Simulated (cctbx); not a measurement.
# What is wrong with this refinement?

Cell a = 5.8450 Å, b = 5.8450 Å, c = 7.8650 Å, α = 90.00°, β = 90.00°, γ = 120.00°; space group P6_3/mmc (no. 194).

The data are simulated with cctbx, not measured: Mo Kα, λ = 0.71073 Å, to d = 0.6 Å, 70 % of the full sphere, strongest reflection 20000 counts, noise from counting, a 1.5 % proportional error and a noise floor of 4 counts (s.d.); no absorption.

An anisotropic refinement with weights 1/σ² prints:

```text
Rint 0.027, 248 unique reflections to 0.60 A
cycle     R1     wR2    GooF  max shift (A)
   1  0.5578  0.8724  54.170   0.00000
   2  0.5059  0.8183  50.811   0.00000
final R1 0.5055 wR2 0.8183 GooF 50.811  parameters 4  data/parameter 62.0
atom        x        y        z      Ueq    occ   su(xyz)  su(Uiso or U11)
Os1    0.33333  0.66667  0.25000  -0.0039  1.000  0.00000  0.0033  NPD
Cs1    0.33333  0.66667  0.75000   0.0099  1.000  0.00000  0.0065
difference map: max 684.41 min -9.46 rms 23.25
Q1    0.0000  0.0000  0.0000    2  684.41  3.91 A from Cs1
Q2    0.3333  0.6667  0.2500    2  459.40  0.00 A from Os1
Q3    0.3333  0.6667  0.7500    2  364.56  0.00 A from Cs1
Q4    0.0000  0.1508  0.0000   12   11.94  3.30 A from Cs1
Q5    0.0767  0.1533  0.0557   12   10.27  3.01 A from Os1
Q6    0.0747  0.1494  0.5602   12    9.76  3.01 A from Cs1
```

**Question.** Can this result stand? If not, what is the likely fault?

Mend it. The fault: an atom left out, Cs at (0, 0, 1/2). Against the right model at the same level, R1 goes from 0.0064 to 0.5055 and GooF from 0.95 to 50.81, U of Os1 shrinks from 0.0134 to -0.0039 Å², the top difference peak, 684.4 e/Å³, lies 3.91 Å from Cs1 and Os1 goes non-positive-definite. Q1 is the missing atom. With scattering power missing, scale and phases suffer, so peaks may also grow on the heavy atoms.

The compound is Cs2Os. The right model at the same level gives:

```text
Rint 0.027, 248 unique reflections to 0.60 A
cycle     R1     wR2    GooF  max shift (A)
   1  0.0186  0.0476   2.966   0.00000
   2  0.0064  0.0152   0.948   0.00000
final R1 0.0064 wR2 0.0152 GooF 0.948  parameters 6  data/parameter 41.3
atom        x        y        z      Ueq    occ   su(xyz)  su(Uiso or U11)
Os1    0.33333  0.66667  0.25000   0.0134  1.000  0.00000  0.0000
Cs1    0.00000  0.00000  0.50000   0.0220  1.000  0.00000  0.0001
Cs2    0.33333  0.66667  0.75000   0.0190  1.000  0.00000  0.0001
difference map: max 0.42 min -0.36 rms 0.09
Q1    0.0000  0.0000  0.0802    4    0.44  0.63 A from Cs1
Q2    0.0000  0.0000  0.1762    4    0.44  1.39 A from Cs1
Q3    0.1792  0.3585  0.1002   12    0.33  1.95 A from Os1
Q4    0.1698  0.5849  0.6568   12    0.31  1.11 A from Cs2
Q5    0.1012  0.4684  0.6066   24    0.30  1.70 A from Cs2
Q6    0.2279  0.4558  0.7500    6    0.29  1.07 A from Cs2
```

Isotropic U is held between 0.0001 and 1 Å² by the program, and listed peak heights are interpolated, so they can pass the grid's maximum.

The model was made for the exercise: a known structure type with other elements put in, its volume estimated, not relaxed; displacement parameters are assumed.

[Middle refinement cycles are left out of these outputs.]

[Logs are printed without paths, hosts, clocks, repeated set-up lines and the standing remarks that a program may print on its own settings, such as how far it seeks lower states.]
